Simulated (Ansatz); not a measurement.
**Lattice dynamics of AlOs (Pm-3m)**

The cell of AlOs (Pm-3m) is at rest. What are its phonons? After the zone centre comes a 4×4×4 q mesh on a 16×16×16 k mesh.

Method: DFT PBEsol, scalar-relativistic, plane waves, PAW; PAW set soft_1, in Ansatz 0.2.0.

### Step 1. Set-up

The structure is cubic, space group Pm-3m (No. 221). Conventional cell: a = 2.993 Å, b = 2.993 Å, c = 2.993 Å, α = 90.00°, β = 90.00°, γ = 90.00°. Nearest to Al lie 8 Os at 2.59 Å. Nearest to Os lie 8 Al at 2.59 Å. Farther neighbours are not listed.

### Step 2. Linear response at the zone centre

The cell comes from relaxations at this level that are not shown. The zone centre comes first: it holds the modes that light can see, as far as symmetry allows. No field response is asked, since the mesh shows no gap.

Contents of input.yaml:

```yaml
crystal:
  lattice:
    - [2.9926248293, 0.0, 0.0]
    - [0.0, 2.9926248293, 0.0]
    - [0.0, 0.0, 2.9926248293]
  atoms:
    - { symbol: Al, position: [0.0, 0.0, 0.0] }
    - { symbol: Os, position: [0.5, 0.5, 0.5] }
kpoints:
  mp_grid: { grid: [16, 16, 16] }
hamiltonian:
  xc: pbesol
  pseudopotentials: { kind: paw, azcp: { folder: soft_1 }, xc_functional: pbe }
scf:
  occupations: { method: methfessel_paxton, width: 0.2 }
output:
  eigenvalues: true
phonons:
  method: dfpt
```

The run is started by

```bash
$ ansatz run input.yaml --threads 4 --pin off --max-ram 10240MiB --backend cpu --events-out ev --progress --plain --runs-dir out
```

Numbers of over 12 decimals in the logs are rounded to 6 here.

The log of the run:

```text
Engine: ansatz 0.2.0, aarch64-unknown-linux-gnu
Pseudopotentials: kind: paw
Pseudopotential: Al, paw, valence charge 3, recommended cutoff 420 eV (normal), soft_1/Al.paw.azcp
Pseudopotential: Os, paw, valence charge 16, recommended cutoff 420 eV (normal), soft_1/Os.paw.azcp
Functional definition: PBEsol
  exchange = pbesol_x
  correlation = pbesol_c
Crystal: 2 atoms, lattice volume = 26.801 Å³
Basis set: ecut = 420 eV, 515 PW (Γ), exchange–correlation on 48×48×48 points (8 copies of the dense FFT grid, shifted against one another)
Bands: 14, of which v1, the nominal top of the filled ones, is band 10 counted from 1 (9 counted from 0)
Symmetry: 48 space group operations
k-points: 405 of 4096 (irreducible under 8 space group operations, time reversal used)
Non-local potential: Al, projectors of the file, l = 0: 2, l = 1: 2, l = 2: 1
Non-local potential: Os, projectors of the file, l = 0: 3, l = 1: 2, l = 2: 2, l = 3: 1
PAW form: soft (Blöchl's): semilocal exchange-correlation on the pseudo side does not see the compensation charge
PAW frozen core: Al, regenerated for the run's functional, and the local potential with it (the file was generated under x = pbe(κ = 0.804, μ = 0.219515), c = pbe(β = 0.066725))
PAW frozen core: Os, regenerated for the run's functional, and the local potential with it (the file was generated under x = pbe(κ = 0.804, μ = 0.219515), c = pbe(β = 0.066725))
PAW one-centre angular grid: Al, 110 points (default); XC on 64 Gauss nodes
PAW one-centre angular grid: Os, 590 points (default); XC on 64 Gauss nodes
Initial density: superposition of atomic densities (chi_scale 0.1, normalization cell, long waves kept (reshape's long-wave potential 0.00 eV rms))
Initial wavefunctions: pseudopotential atomic-orbital guess
Functional: x = pbesol(κ = 0.804, μ = 0.123457), c = pbesol(β = 0.046)
SCF iter   1: F=—  HF=-11777.777956 eV  |F-HF|=—  |Δ(HF+E_count)|=         —  Δρ=4.86e-2  dr2=4.63e-1  ethr=3.10e-3  ⟨swp⟩=4.4  Hψ=26233  notcnv=0
preconditioner: auto → none  [metal: Δε(μ)=0.012 eV  Ē_g=9.426 eV  σ=0.200 eV  W_gap=0.05  n_scr=6 (ndim 8)  ℏωp=23.8 eV  f_vac=0.000  D(μ)=1.33/eV (n_scr^D=18)  sad-step TF]
SCF iter   2: F=—  HF=-11777.653045 eV  |F-HF|=—  |Δ(HF+E_count)|=   1.25e-1  S|Δr|=    0.00e0  Δρ=2.85e-2  dr2=1.57e-1  ethr=2.44e-3  ⟨swp⟩=1.7  Hψ=9241  notcnv=0  defer=2
SCF iter   3: F=—  HF=-11777.581067 eV  |F-HF|=—  |Δ(HF+E_count)|=   7.20e-2  S|Δr|=    0.00e0  Δρ=1.80e-3  dr2=6.43e-4  ethr=8.27e-4  ⟨swp⟩=2.5  Hψ=8367  notcnv=0  defer=2
SCF iter   4: F=—  HF=-11777.580786 eV  |F-HF|=—  |Δ(HF+E_count)|=   2.80e-4  S|Δr|=    0.00e0  Δρ=2.81e-4  dr2=1.16e-5  ethr=3.38e-6  ⟨swp⟩=2.1  Hψ=7483  notcnv=0  defer=2
SCF iter   5: F=—  HF=-11777.580782 eV  |F-HF|=—  |Δ(HF+E_count)|=   3.98e-6  S|Δr|=    0.00e0  Δρ=2.80e-5  dr2=1.51e-7  ethr=6.12e-8  ⟨swp⟩=2.2  Hψ=7330  notcnv=0  defer=2
SCF iter   6: F=—  HF=-11777.580786 eV  |F-HF|=—  |Δ(HF+E_count)|=   3.52e-6  S|Δr|=    0.00e0  Δρ=3.42e-6  dr2=3.43e-9  ethr=7.95e-10  ⟨swp⟩=2.0  Hψ=9117  notcnv=0  defer=2
SCF iter   7: F=—  HF=-11777.580786 eV  |F-HF|=—  |Δ(HF+E_count)|=  7.75e-10  S|Δr|=    0.00e0  Δρ=4.24e-7  dr2=4.68e-11  ethr=1.81e-11  ⟨swp⟩=2.3  Hψ=7795  notcnv=0  defer=2
SCF iter   8: F=-11777.580786 eV  HF=-11777.580786 eV  |F-HF|=3.64e-12  |Δ(HF+E_count)|=  1.09e-11  S|Δr|=    0.00e0  Δρ=2.76e-8  dr2=1.07e-13  ethr=1.00e-12  ⟨swp⟩=5.4  Hψ=21626  notcnv=0
SCF 1 converged in 8 iterations: F = -11777.580786 eV  dr2 = 1.07e-13
  greatest PAW one-centre occupation: 1.000 electrons in one spin orbital (limit 2), on the Os atom at site 1 (counted from 0), in its partial waves of l = 0
DFPT response loops at Γ: preconditioner auto → Kerker (q_TF=auto, 2.576 Å⁻¹) (partly filled bands, converged f_vac=0.000); β = 1.00, the filter's whole step (`scf.mixing.beta` (0.50) is not read by the response loops under this deck's `scf.mixing.preconditioner`; to damp them name `kerker` or `kerker_dos`, under which they read `scf.mixing.beta`, and type it under 1.00, their step now; both keys bind the ground state too); Broyden in place of MSR1
SCF converged after 8 iterations
Stability not checked: this state was not tested for a lower state beside it, because cold or Methfessel-Paxton smearing, or corrected tetrahedra, fill the levels in a way that the test cannot read (fill_not_monotonic; see scf.lower_state_search)
Free energy (F): -11777.580786 eV
Harris-Foulkes:  -11777.580786 eV  (|F-HF|=3.64e-12)
Internal energy: -11777.581583 eV  (E = F + TS)
E sigma→0 (E₀):  -11777.580985 eV
Entropy (-TS):   0.000797 eV (0.398 meV/atom)
Fermi energy:    17.567579 eV
--- Per-component energies (eV) ---
  E_band       = -141.772184
  E_kinetic    = 520.560519
  E_local      = -1402.974781  (includes V_loc(G=0)·N_el)
  E_nonlocal   = 211.167480
  E_hartree    = 532.146559
  E_xc         = -271.880453
  E_vxc        = -277.763286  (∫ρ·V_xc dr)
  E_paw        = -9372.727868  (= ΣΔE_a)
  E_vpaw       = -257.055716  (= ΣTr[D̂ρ^β])
  E_aug_tail   = 0.000469  (compensation charges beyond the density's cutoff)
  E_ewald      = -1994.140645
  E_core_change = 0.267137  (= ΣΔE_core)
  E_smearing   = 0.000797  (= −TS)
  E_closure    = -0.000000  (closes the sum)
  Σ components = -11777.580786   (vs F -11777.580786, Δ=0.00e0)
--- Band table (eV; the first three rows and the last of 405) ---
  k-point 0: bands = [... 6 lower, 13.3398, 17.9907, 17.9907, 17.9907, 23.1456, 23.1456, 23.1456, 29.0769]
  k-point 1: bands = [... 6 lower, 13.3727, 17.8559, 17.8559, 18.0032, 22.7886, 23.3331, 23.3331, 28.8081]
  k-point 2: bands = [... 6 lower, 13.4553, 17.5120, 17.5120, 18.0391, 21.9748, 23.8347, 23.8347, 28.1293]
  k-point 404: bands = [... 6 lower, 12.2922, 19.7715, 19.8990, 19.8990, 21.0755, 21.0755, 21.0755, 26.2415]
--- Phonons (Γ-DFPT): 2 representative perturbations + reference, on 405 of 4096 k-points (Σ response iterations 5) ---
  k mesh reduced under 8 symmetry operations, with k and −k counted as one. Each operation leaves every solved perturbation unchanged. A smaller set is not used because it would not reduce the number of displacements times k-points to solve
  ASR residual: 3.450e-5 → 0.000e0 eV/Å²; symmetrization residual: 5.579e-6 eV/Å²
  ASR residual per site (eV/Å²): 2.18e-5 3.45e-5
  Γ frequencies (cm⁻¹): 0.00 0.00 0.00 327.61 327.61 327.61
  non-analytic LO–TO correction: not included (Born effective charges unavailable; polar crystals: no LO–TO splitting at Γ)
```

Run time: 11 s. Hardware: 4 threads of Arm Neoverse V1, shared host; peak memory 0.68 GiB.

Numbers from this step:

```yaml
volume_per_atom: 13.40 Å³
gap_on_the_k_mesh: 0 eV
sum_rule_residual_before_enforcement: 3.45e-5 eV/Å²
point_group: m-3m
highest_optical_mode_at_the_zone_centre_no_lo_to_term: 327.6 cm⁻¹
lowest_optical_zone_centre_mode: 327.6 cm⁻¹
```

Patterns of degenerate modes are one choice out of their space. Modes at Γ, with each element's share of the kinetic energy:

```
mode  frequency (cm⁻¹)  symmetry  Al %  Os %
   1               0.0  acoustic    12    88
   2               0.0  acoustic    12    88
   3               0.0  acoustic    12    88
   4             327.6       T1u    88    12
   5             327.6       T1u    88    12
   6             327.6       T1u    88    12
```

Displacements in mode 6 (327.6 cm⁻¹), the largest set to 1:
```
Al1  1.00  0.00  0.00
Os2 -0.14  0.00  0.00
```

Before it was imposed, the acoustic sum rule was missed by 3.5e-5 eV/Å². Small misses are needed for a sound result but don't prove that mesh and cutoff are converged. The lowest optical mode is real, 328 cm⁻¹.

(Part 1 of 2 ends here.)

[Logs are printed without paths, hosts, clocks, repeated set-up lines and the standing remarks that a program may print on its own settings, such as how far it seeks lower states.]

[Hosts, paths, dates, database ids (printed as entryN), source tags and the programs' standing remarks are cut or masked in the printed files.]
